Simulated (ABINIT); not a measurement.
# RbBH4 (F-43m): G0W0 with ABINIT, start to end, part 2 of 3

Wanted: ground state, empty states, screening and self-energy for RbBH4 (F-43m).

ABINIT 10.8.3; PBEsol and many-body steps on it, plane waves. Known limits of the many-body steps: not at the basis limit; no spin-orbit coupling; coarse k mesh.

So far. Step 2 (Ground state): The gap is indirect, with the least direct gap 0.11 eV higher.

### Step 3. Bands along the symmetry lines

Level of this step: DFT, PBEsol, plane waves, norm-conserving pseudopotentials (ABINIT).

Levels along a band path, at the cheap level, show where the edges lie and whether the meshes to come will hold them.

run.abi

```
acell 3*1.0 Angstrom
rprim 
  -0.000000000000 3.453240220000 3.453240220000
  3.453240220000 -0.000000000000 3.453240220000
  3.453240220000 3.453240220000 -0.000000000000
ntypat 3
znucl 37 5 1
natom 6
typat 1 2 3 3 3 3
xred 
  0.000000000000 0.000000000000 0.000000000000
  0.500000000000 0.500000000000 0.500000000000
  0.602415200000 0.602415200000 0.602415200000
  0.192754400000 0.602415200000 0.602415200000
  0.602415200000 0.602415200000 0.192754400000
  0.602415200000 0.192754400000 0.602415200000
pp_dirpath "pseudos"
pseudos "Rb.upf, B.upf, H.upf"
ecut 34
iscf -2
irdden 1
kptopt 0
nkpt 50
kpt 
  0.00000000 0.00000000 0.00000000
  -0.06250000 -0.06250000 0.00000000
  -0.12500000 -0.12500000 0.00000000
  -0.18750000 -0.18750000 0.00000000
  -0.25000000 -0.25000000 0.00000000
  -0.31250000 -0.31250000 0.00000000
  -0.37500000 -0.37500000 0.00000000
  -0.43750000 -0.43750000 0.00000000
  -0.50000000 -0.50000000 0.00000000
  -0.48437500 -0.48437500 0.03125000
  -0.46875000 -0.46875000 0.06250000
  -0.45312500 -0.45312500 0.09375000
  -0.43750000 -0.43750000 0.12500000
  -0.42187500 -0.42187500 0.15625000
  -0.40625000 -0.40625000 0.18750000
  -0.39062500 -0.39062500 0.21875000
  -0.37500000 -0.37500000 0.25000000
  -0.37500000 0.00000000 0.37500000
  -0.32812500 0.00000000 0.32812500
  -0.28125000 0.00000000 0.28125000
  -0.23437500 0.00000000 0.23437500
  -0.18750000 0.00000000 0.18750000
  -0.14062500 0.00000000 0.14062500
  -0.09375000 0.00000000 0.09375000
  -0.04687500 0.00000000 0.04687500
  0.00000000 0.00000000 0.00000000
  0.00000000 0.00000000 0.06250000
  0.00000000 0.00000000 0.12500000
  0.00000000 0.00000000 0.18750000
  0.00000000 0.00000000 0.25000000
  0.00000000 0.00000000 0.31250000
  0.00000000 0.00000000 0.37500000
  0.00000000 0.00000000 0.43750000
  -0.00000000 0.00000000 0.50000000
  -0.06250000 -0.03125000 0.46875000
  -0.12500000 -0.06250000 0.43750000
  -0.18750000 -0.09375000 0.40625000
  -0.25000000 -0.12500000 0.37500000
  -0.31250000 -0.15625000 0.34375000
  -0.37500000 -0.18750000 0.31250000
  -0.43750000 -0.21875000 0.28125000
  -0.50000000 -0.25000000 0.25000000
  -0.50000000 -0.28125000 0.21875000
  -0.50000000 -0.31250000 0.18750000
  -0.50000000 -0.34375000 0.15625000
  -0.50000000 -0.37500000 0.12500000
  -0.50000000 -0.40625000 0.09375000
  -0.50000000 -0.43750000 0.06250000
  -0.50000000 -0.46875000 0.03125000
  -0.50000000 -0.50000000 0.00000000
istwfk *1
nband 15
nbdbuf 2
tolwfr 1e-08
nstep 40
prtwf 0
prtvol 0
indata_prefix "in"
outdata_prefix "out"
tmpdata_prefix "tmp"
```

Started as:

```console
$ OMP_NUM_THREADS=1 mpirun -n 4 abinit run.abi > log
```

Numbers of over 12 decimals in the logs are rounded to 6 here.

The log of the run:

```text
.Version 10.8.3 of ABINIT. v10.8.2 released Aug 2026.

 Symmetries : space group F-4 3 m (#216); Bravais cF (face-center cubic)
[... echo of the input left out ...]
== DATASET  1 ==================================================================
-   mpi_nproc: 4, omp_nthreads: 1 (-1 if OMP is not activated)

--- !DatasetInfo
iteration_state: {dtset: 1, }
dimensions: {natom: 6, nkpt: 50, mband: 15, nsppol: 1, nspinor: 1, nspden: 1, mpw: 5297, }
cutoff_energies: {ecut:  34.0, pawecutdg:  -1.0, }
electrons: {nelect:   1.60000000E+01, charge:   0.00000000E+00, occopt:   1.00000000E+00, tsmear:   1.00000000E-02, }

 Real(R)+Recip(G) space primitive vectors, cartesian coordinates (Bohr,Bohr^-1):
 R(1)=  0.0000000  6.5256783  6.5256783  G(1)= -0.0766204  0.0766204  0.0766204
 R(2)=  6.5256783  0.0000000  6.5256783  G(2)=  0.0766204 -0.0766204  0.0766204
 R(3)=  6.5256783  6.5256783  0.0000000  G(3)=  0.0766204  0.0766204 -0.0766204
 Unit cell volume ucvol=  5.5578519E+02 bohr^3
 Angles (23,13,12)=  6.00000000E+01  6.00000000E+01  6.00000000E+01 degrees

 getcut: wavevector=  0.0000  0.0000  0.0000  ngfft=  50  50  50
         ecut(hartree)=     34.000   => boxcut(ratio)=   2.06490

--- Pseudopotential description ------------------------------------------------
- Rb Generated using ONCVPSP code by D. R. Hamann
- 37.00000   9.00000  180301                  znucl, zion, pspdat
12 -116133 2 -1 2280                          pspcod,pspxc,lmax,lloc,mmax
     nproj     2     2     2
  pspatm : epsatm=   34.48401057
         --- l  ekb(1:nproj) -->
             0    8.196957   -0.477221
             1    3.231347   -0.378736
             2   -1.047201    0.996637
 pspatm: atomic psp has been read  and splines computed

- B Generated using ONCVPSP code by D. R. Hamann
-  5.00000   3.00000  180301                  znucl, zion, pspdat
12 -116133 1 -1 1534                          pspcod,pspxc,lmax,lloc,mmax
     nproj     2     2     0
  pspatm : epsatm=    3.20154509
         --- l  ekb(1:nproj) -->
[...]
pspatm: atomic psp has been read  and splines computed

- H Generated using ONCVPSP code by D. R. Hamann
-  1.00000   1.00000  180301                  znucl, zion, pspdat
12 -116133 1 -1 1180                          pspcod,pspxc,lmax,lloc,mmax
     nproj     2     1     0
  pspatm : epsatm=    0.35585368
         --- l  ekb(1:nproj) -->
[...]
1   -0.494138
 pspatm: atomic psp has been read  and splines computed

--------------------------------------------------------------------------------

================================================================================
 prteigrs : about to open file out_EIG
 Non-SCF case, kpt    1 (  0.00000  0.00000  0.00000), residuals and eigenvalues=
  2.58E-09  3.19E-09  3.13E-09  4.06E-09  5.60E-09  4.63E-09  6.09E-09  8.90E-09
[...]
-9.7008E-01 -3.9281E-01 -3.8817E-01 -3.8817E-01 -2.9784E-01 -1.2952E-01
 -1.0603E-01 -1.0603E-01  1.1514E-01  2.0142E-01  2.5564E-01  2.7415E-01
[...]
--- !ResultsGS
iteration_state: {dtset: 1, }
comment   : Summary of ground state results
lattice_vectors:
- [ -0.0000000,   6.5256783,   6.5256783, ]
- [  6.5256783,  -0.0000000,   6.5256783, ]
- [  6.5256783,   6.5256783,  -0.0000000, ]
lattice_lengths: [   9.22870,    9.22870,    9.22870, ]
lattice_angles: [ 60.000,  60.000,  60.000, ] # degrees, (23, 13, 12)
lattice_volume:   5.5578519E+02
convergence: {deltae:  0.000E+00, res2:  0.000E+00, residm:  9.993E-09, diffor:  0.000E+00, }
etotal    :  -3.23630911E+01
entropy   :   0.00000000E+00
fermie    :  -1.01999336E-01
cartesian_stress_tensor: null
pressure_GPa: null
xred      :
- [  0.0000E+00,   0.0000E+00,   0.0000E+00, Rb]
- [  5.0000E-01,   5.0000E-01,   5.0000E-01,  B]
- [  6.0242E-01,   6.0242E-01,   6.0242E-01,  H]
- [  1.9275E-01,   6.0242E-01,   6.0242E-01,  H]
- [  6.0242E-01,   6.0242E-01,   1.9275E-01,  H]
- [  6.0242E-01,   1.9275E-01,   6.0242E-01,  H]
cartesian_forces: null
force_length_stats: {min: null, max: null, mean: null, }

 Integrated electronic density in atomic spheres:
 ------------------------------------------------
 Atom  Sphere_radius  Integrated_density
[...]
================================================================================

 ----iterations are completed or convergence reached----

 Mean square residual over all n,k,spin=   51.185E-10; max=  99.927E-10
 reduced coordinates (array xred) for    6 atoms
[...]
0.602415200000      0.602415200000      0.192754400000
       0.602415200000      0.192754400000      0.602415200000

 cartesian coordinates (angstrom) at end:
    1      0.000000     0.000000     0.000000
    2      3.453240     3.453240     3.453240
    3      4.160569     4.160569     4.160569
    4      4.160569     2.745912     2.745912
    5      2.745912     2.745912     4.160569
    6      2.745912     4.160569     2.745912
 length scales=  1.889726125908  1.889726125908  1.889726125908 bohr
              =  1.000000000000  1.000000000000  1.000000000000 angstroms
 prteigrs : about to open file out_EIG
 Eigenvalues (hartree) for nkpt=  50  k points:
 kpt#   1, nband= 15, wtk=  1.00000, kpt=  0.0000  0.0000  0.0000 (reduced coord)
[...]
kpt#   2, nband= 15, wtk=  1.00000, kpt= -0.0625 -0.0625  0.0000 (reduced coord)
[...]
kpt#   3, nband= 15, wtk=  1.00000, kpt= -0.1250 -0.1250  0.0000 (reduced coord)
[...]
kpt#  49, nband= 15, wtk=  1.00000, kpt= -0.5000 -0.4687  0.0313 (reduced coord)
  -0.97008   -0.39277   -0.38825   -0.38821   -0.29761   -0.12952   -0.10642   -0.10609
   0.11606    0.20227    0.25284    0.27476    0.29634    0.31257    0.31335
 kpt#  50, nband= 15, wtk=  1.00000, kpt= -0.5000 -0.5000  0.0000 (reduced coord)
  -0.97008   -0.39281   -0.38817   -0.38817   -0.29784   -0.12952   -0.10603   -0.10603
   0.11514    0.20142    0.25564    0.27415    0.29724    0.31223    0.31223

== END DATASET(S) ==============================================================
================================================================================

 -outvars: echo values of variables after computation  --------
            nband          15
             nkpt          50
          spgroup         216
 [... the other variables as echoed above ...]

 Calculation completed.
```

Elapsed: 36 s, on 4 MPI ranks of Arm Neoverse N1, shared host; peak memory 0.34 GiB.

Numbers from this step:

- gap: 5.909 eV
- k of the valence top: 0, 0, 0
- k of the conduction bottom: -0.5, -0.5, 0
- least direct gap: 6.018 eV

The gap is 5.909 eV, as in the run before at this level.

The electronic bands at the labelled points (eV, zero at the top of the highest filled band; v1 is the highest filled band, c1 the lowest empty one):

| point | v4 | v3 | v2 | v1 | c1 | c2 | c3 | c4 |
| --- | --- | --- | --- | --- | --- | --- | --- | --- |
| Γ | -5.71 | 0.00 | 0.00 | 0.00 | 6.17 | 7.51 | 7.51 | 7.51 |
| halfway | -5.35 | -0.65 | -0.07 | -0.07 | 6.39 | 7.21 | 8.97 | 8.97 |
| X | -5.33 | -0.75 | -0.11 | -0.11 | 5.91 | 8.26 | 9.73 | 10.24 |
| halfway | -5.28 | -0.75 | -0.18 | -0.13 | 6.10 | 8.43 | 9.28 | 10.35 |
| U | -5.18 | -0.79 | -0.29 | -0.19 | 6.64 | 8.40 | 9.02 | 10.11 |
| jump to K | -5.18 | -0.79 | -0.29 | -0.19 | 6.64 | 8.40 | 9.02 | 10.11 |
| halfway | -5.24 | -0.71 | -0.20 | -0.13 | 7.07 | 7.40 | 8.15 | 9.04 |
| Γ | -5.71 | 0.00 | 0.00 | 0.00 | 6.17 | 7.51 | 7.51 | 7.51 |
| halfway | -5.34 | -0.57 | -0.13 | -0.13 | 6.88 | 7.48 | 8.14 | 8.14 |
| L | -4.96 | -1.10 | -0.26 | -0.26 | 7.19 | 8.34 | 9.70 | 9.70 |
| halfway | -5.06 | -0.94 | -0.30 | -0.22 | 7.30 | 7.82 | 9.35 | 9.80 |
| W | -5.17 | -0.75 | -0.39 | -0.16 | 7.18 | 7.58 | 8.93 | 10.23 |
| halfway | -5.25 | -0.75 | -0.25 | -0.13 | 6.30 | 8.57 | 8.82 | 10.50 |
| X | -5.33 | -0.75 | -0.11 | -0.11 | 5.91 | 8.26 | 9.73 | 10.24 |

### Step 4. Empty states on the mesh, 2×2×2 mesh, 45 bands

The sums over transitions need many empty states on a uniform mesh; this step solves for them.

run.abi

```
acell 3*1.0 Angstrom
rprim 
  -0.000000000000 3.453240220000 3.453240220000
  3.453240220000 -0.000000000000 3.453240220000
  3.453240220000 3.453240220000 -0.000000000000
ntypat 3
znucl 37 5 1
natom 6
typat 1 2 3 3 3 3
xred 
  0.000000000000 0.000000000000 0.000000000000
  0.500000000000 0.500000000000 0.500000000000
  0.602415200000 0.602415200000 0.602415200000
  0.192754400000 0.602415200000 0.602415200000
  0.602415200000 0.602415200000 0.192754400000
  0.602415200000 0.192754400000 0.602415200000
pp_dirpath "pseudos"
pseudos "Rb.upf, B.upf, H.upf"
ecut 34
ngkpt 2 2 2
nshiftk 1
shiftk 0 0 0
kptopt 1
chksymbreak 0
iscf -2
irdden 1
istwfk *1
nband 45
nbdbuf 4
tolwfr 1e-09
nstep 60
prtvol 0
indata_prefix "in"
outdata_prefix "out"
tmpdata_prefix "tmp"
```

The log of the run:

```text
.Version 10.8.3 of ABINIT. v10.8.2 released Aug 2026.

 Symmetries : space group F-4 3 m (#216); Bravais cF (face-center cubic)
[... echo of the input left out ...]
== DATASET  1 ==================================================================
-   mpi_nproc: 4, omp_nthreads: 1 (-1 if OMP is not activated)
-    --> not optimal distribution: autoparal keyword recommended in input file <--

--- !DatasetInfo
iteration_state: {dtset: 1, }
dimensions: {natom: 6, nkpt: 3, mband: 45, nsppol: 1, nspinor: 1, nspden: 1, mpw: 5290, }
cutoff_energies: {ecut:  34.0, pawecutdg:  -1.0, }
electrons: {nelect:   1.60000000E+01, charge:   0.00000000E+00, occopt:   1.00000000E+00, tsmear:   1.00000000E-02, }

 Real(R)+Recip(G) space primitive vectors, cartesian coordinates (Bohr,Bohr^-1):
 R(1)=  0.0000000  6.5256783  6.5256783  G(1)= -0.0766204  0.0766204  0.0766204
 R(2)=  6.5256783  0.0000000  6.5256783  G(2)=  0.0766204 -0.0766204  0.0766204
 R(3)=  6.5256783  6.5256783  0.0000000  G(3)=  0.0766204  0.0766204 -0.0766204
 Unit cell volume ucvol=  5.5578519E+02 bohr^3
 Angles (23,13,12)=  6.00000000E+01  6.00000000E+01  6.00000000E+01 degrees

 getcut: wavevector=  0.0000  0.0000  0.0000  ngfft=  50  50  50
         ecut(hartree)=     34.000   => boxcut(ratio)=   2.06490

--- Pseudopotential description ------------------------------------------------
- Rb Generated using ONCVPSP code by D. R. Hamann
- 37.00000   9.00000  180301                  znucl, zion, pspdat
12 -116133 2 -1 2280                          pspcod,pspxc,lmax,lloc,mmax
     nproj     2     2     2
  pspatm : epsatm=   34.48401057
         --- l  ekb(1:nproj) -->
             0    8.196957   -0.477221
             1    3.231347   -0.378736
             2   -1.047201    0.996637
 pspatm: atomic psp has been read  and splines computed

- B Generated using ONCVPSP code by D. R. Hamann
-  5.00000   3.00000  180301                  znucl, zion, pspdat
12 -116133 1 -1 1534                          pspcod,pspxc,lmax,lloc,mmax
     nproj     2     2     0
  pspatm : epsatm=    3.20154509
         --- l  ekb(1:nproj) -->
[...]
pspatm: atomic psp has been read  and splines computed

- H Generated using ONCVPSP code by D. R. Hamann
-  1.00000   1.00000  180301                  znucl, zion, pspdat
12 -116133 1 -1 1180                          pspcod,pspxc,lmax,lloc,mmax
     nproj     2     1     0
  pspatm : epsatm=    0.35585368
         --- l  ekb(1:nproj) -->
[...]
1   -0.494138
 pspatm: atomic psp has been read  and splines computed

--------------------------------------------------------------------------------

================================================================================
 prteigrs : about to open file out_EIG
 Non-SCF case, kpt    1 (  0.00000  0.00000  0.00000), residuals and eigenvalues=
[...]
7.42E-10  1.86E-09  2.84E-09  6.31E-06  2.62E-04
 -9.7048E-01 -3.8533E-01 -3.8533E-01 -3.8533E-01 -3.1202E-01 -1.0200E-01
 -1.0200E-01 -1.0200E-01  1.2464E-01  1.7413E-01  1.7413E-01  1.7413E-01
  2.3095E-01  2.3095E-01  2.8119E-01  4.3853E-01  4.3853E-01  4.3853E-01
  5.1575E-01  5.1575E-01  5.1575E-01  5.8151E-01  5.8151E-01  5.8151E-01
  6.2797E-01  6.2797E-01  6.4762E-01  7.4345E-01  7.4345E-01  7.4345E-01
  7.8139E-01  7.8733E-01  7.8733E-01  7.8733E-01  8.1882E-01  8.1882E-01
  1.0130E+00  1.0312E+00  1.0312E+00  1.0312E+00  1.0536E+00  1.0536E+00
[...]
prteigrs : prtvol=0 or 1, do not print more k-points.

--- !ResultsGS
iteration_state: {dtset: 1, }
comment   : Summary of ground state results
lattice_vectors:
- [ -0.0000000,   6.5256783,   6.5256783, ]
- [  6.5256783,  -0.0000000,   6.5256783, ]
- [  6.5256783,   6.5256783,  -0.0000000, ]
lattice_lengths: [   9.22870,    9.22870,    9.22870, ]
lattice_angles: [ 60.000,  60.000,  60.000, ] # degrees, (23, 13, 12)
lattice_volume:   5.5578519E+02
convergence: {deltae:  0.000E+00, res2:  0.000E+00, residm:  9.947E-10, diffor:  0.000E+00, }
etotal    :  -3.23630911E+01
entropy   :   0.00000000E+00
fermie    :  -1.01999336E-01
cartesian_stress_tensor: null
pressure_GPa: null
xred      :
- [  0.0000E+00,   0.0000E+00,   0.0000E+00, Rb]
- [  5.0000E-01,   5.0000E-01,   5.0000E-01,  B]
- [  6.0242E-01,   6.0242E-01,   6.0242E-01,  H]
- [  1.9275E-01,   6.0242E-01,   6.0242E-01,  H]
- [  6.0242E-01,   6.0242E-01,   1.9275E-01,  H]
- [  6.0242E-01,   1.9275E-01,   6.0242E-01,  H]
cartesian_forces: null
force_length_stats: {min: null, max: null, mean: null, }

 Integrated electronic density in atomic spheres:
 ------------------------------------------------
 Atom  Sphere_radius  Integrated_density
[...]
================================================================================

 ----iterations are completed or convergence reached----

 Mean square residual over all n,k,spin=   49.047E-11; max=  99.473E-11
 reduced coordinates (array xred) for    6 atoms
[...]
0.602415200000      0.602415200000      0.192754400000
       0.602415200000      0.192754400000      0.602415200000

 cartesian coordinates (angstrom) at end:
    1      0.000000     0.000000     0.000000
    2      3.453240     3.453240     3.453240
    3      4.160569     4.160569     4.160569
    4      4.160569     2.745912     2.745912
    5      2.745912     2.745912     4.160569
    6      2.745912     4.160569     2.745912
 length scales=  1.889726125908  1.889726125908  1.889726125908 bohr
              =  1.000000000000  1.000000000000  1.000000000000 angstroms
 prteigrs : about to open file out_EIG
 Eigenvalues (hartree) for nkpt=   3  k points:
 kpt#   1, nband= 45, wtk=  0.12500, kpt=  0.0000  0.0000  0.0000 (reduced coord)
[...]
0.62797    0.62797    0.64762    0.74345    0.74345    0.74345    0.78139    0.78733
   0.78733    0.78733    0.81882    0.81882    1.01300    1.03116    1.03116    1.03116
   1.05357    1.05357    1.05357    1.09885    1.12782
 prteigrs : prtvol=0 or 1, do not print more k-points.

== END DATASET(S) ==============================================================
================================================================================

 -outvars: echo values of variables after computation  --------
            nband          45
             nkpt           3
          spgroup         216
 [... the other variables as echoed above ...]

 Calculation completed.
```

Elapsed: 14 s, on 4 MPI ranks; peak memory 0.29 GiB; 54 s of CPU time.

This step gave:

* gap: 5.909 eV
* k of the valence top: 0, 0, 0
* k of the conduction bottom: 0.5, 0.5, 0
* least direct gap: 6.018 eV
* k points computed: 3
* lowest point of the top converged band, above the valence top: 30.17 eV

On this mesh the gap is 5.909 eV.

### Step 5. Screening, 2×2×2 mesh, 41 bands, screening to 87.1 eV

The RPA dielectric matrix is built and inverted for each q.

This step: RPA screening on PBEsol, plane waves, norm-conserving pseudopotentials.

Edit run.abi of step 4 so:

```diff
@@ -24,10 +24,11 @@
 chksymbreak 0
-iscf -2
-irdden 1
 istwfk *1
-nband 45
-nbdbuf 4
-tolwfr 1e-09
-nstep 60
-prtvol 0
+occopt 1
+irdwfk 1
+optdriver 3
+nband 41
+ecuteps 3.2
+inclvkb 2
+awtr 1
+symchi 1
 indata_prefix "in"
```

The log of the run:

```text
.Version 10.8.3 of ABINIT. v10.8.2 released Aug 2026.

 Symmetries : space group F-4 3 m (#216); Bravais cF (face-center cubic)
[... echo of the input left out ...]
== DATASET  1 ==================================================================
-   mpi_nproc: 4, omp_nthreads: 1 (-1 if OMP is not activated)

--- !DatasetInfo
iteration_state: {dtset: 1, }
dimensions: {natom: 6, nkpt: 3, mband: 41, nsppol: 1, nspinor: 1, nspden: 1, mpw: 5290, }
cutoff_energies: {ecut:  34.0, pawecutdg:  -1.0, }
electrons: {nelect:   1.60000000E+01, charge:   0.00000000E+00, occopt:   1.00000000E+00, tsmear:   1.00000000E-02, }

 SCREENING: Calculation of the susceptibility and dielectric matrices

 Based on a program developped by R.W. Godby, V. Olevano, G. Onida, and L. Reining.
 Incorporated in ABINIT by V. Olevano, G.-M. Rignanese, and M. Torrent.
.Using double precision arithmetic ; gwpc =  8

[... cell and pseudopotentials left out ...]
--------------------------------------------------------------------------------

 ==== K-mesh for the wavefunctions ====
 Number of points in the irreducible wedge :     3
[... list of points left out ...]
 Together with 24 symmetry operations and time-reversal symmetry
 yields     8 points in the full Brillouin Zone.

 ==== Q-mesh for the screening function ====
 Number of points in the irreducible wedge :     3
[... list of points left out ...]
 Together with 24 symmetry operations and time-reversal symmetry
 yields     8 points in the full Brillouin Zone.

 setmesh: FFT mesh size selected  =    32x   32x   32
          total number of points  =        32768

 vcoul_init : cutoff-mode = AUXILIARY_FUNCTION
 q-points for optical limit:   1
     1)      0.000010    0.000020    0.000030

- screening: taking advantage of time-reversal symmetry
- Maximum band index for partially occupied states nbvw = 8
- Remaining bands to be divided among processors   nbcw = 33
- Number of bands treated by each node ~8

 Number of electrons calculated from density =   16.0000; Expected =   16.0000
 average of density, n =  0.028788
 r_s =    2.0241
 omega_plasma =   16.3667 [eV]

 calculating chi0 at frequencies [eV] :
  1    0.000000E+00    0.000000E+00
  2    0.000000E+00    1.636674E+01

--------------------------------------------------------------------------------
  q-point number  1        q = ( 0.000000, 0.000000, 0.000000) [r.l.u.]
--------------------------------------------------------------------------------
[... chi0 elements left out ...]
 For q-point:  0.000010 0.000020 0.000030
  dielectric constant =   2.3266
  dielectric constant without local fields =   2.6745

  Average fulfillment of the sum rule on Im[epsilon] for q-point    1 :     54.85  [%]
[... wings left out ...]
  q-point number  2        q = ( 0.500000, 0.000000, 0.000000) [r.l.u.]
--------------------------------------------------------------------------------
[... chi0 elements left out ...]
  Average fulfillment of the sum rule on Im[epsilon] for q-point    2 :     68.13  [%]

 [... 1 further q-points ...]
```

It took 5.5 s on 4 MPI ranks; peak memory 0.19 GiB.

This step gave:

```yaml
eps_infinity_with_local_fields_on_this_mesh_along_the_program_s_q_direction: 2.327
the_same_without_local_fields: 2.675
plasma_frequency: 16.37 eV
plane_waves_in_the_screening_matrix: 169
```

Local fields lower ε∞ by 13 %. On a Γ-centred mesh this coarse the value itself is usually too large, while a short band sum pulls it down.

(Part 2 of 3 ends here.)

[Paths, hosts, dates, memory and timing lines, banners, echoed tables and standing remarks are left out of the program output.]

[Logs are printed without paths, hosts, clocks, repeated set-up lines and the standing remarks that a program may print on its own settings, such as how far it seeks lower states.]

[Runs of the session that timed out or met a known fault of the program may be left out.]

[Hosts, paths, dates, database ids (printed as entryN), source tags and the programs' standing remarks are cut or masked in the printed files.]

[G0W0 gaps are taken among the corrected bands and points alone; a level outside them can change the order at an edge.]

[Where Ansatz stands beside ABINIT at settings called matched, ABINIT's density can come from a denser mesh and the files from another edition; pairs whose starting gaps differed by over 0.03 eV were left out, so agreement reads better than it is.]
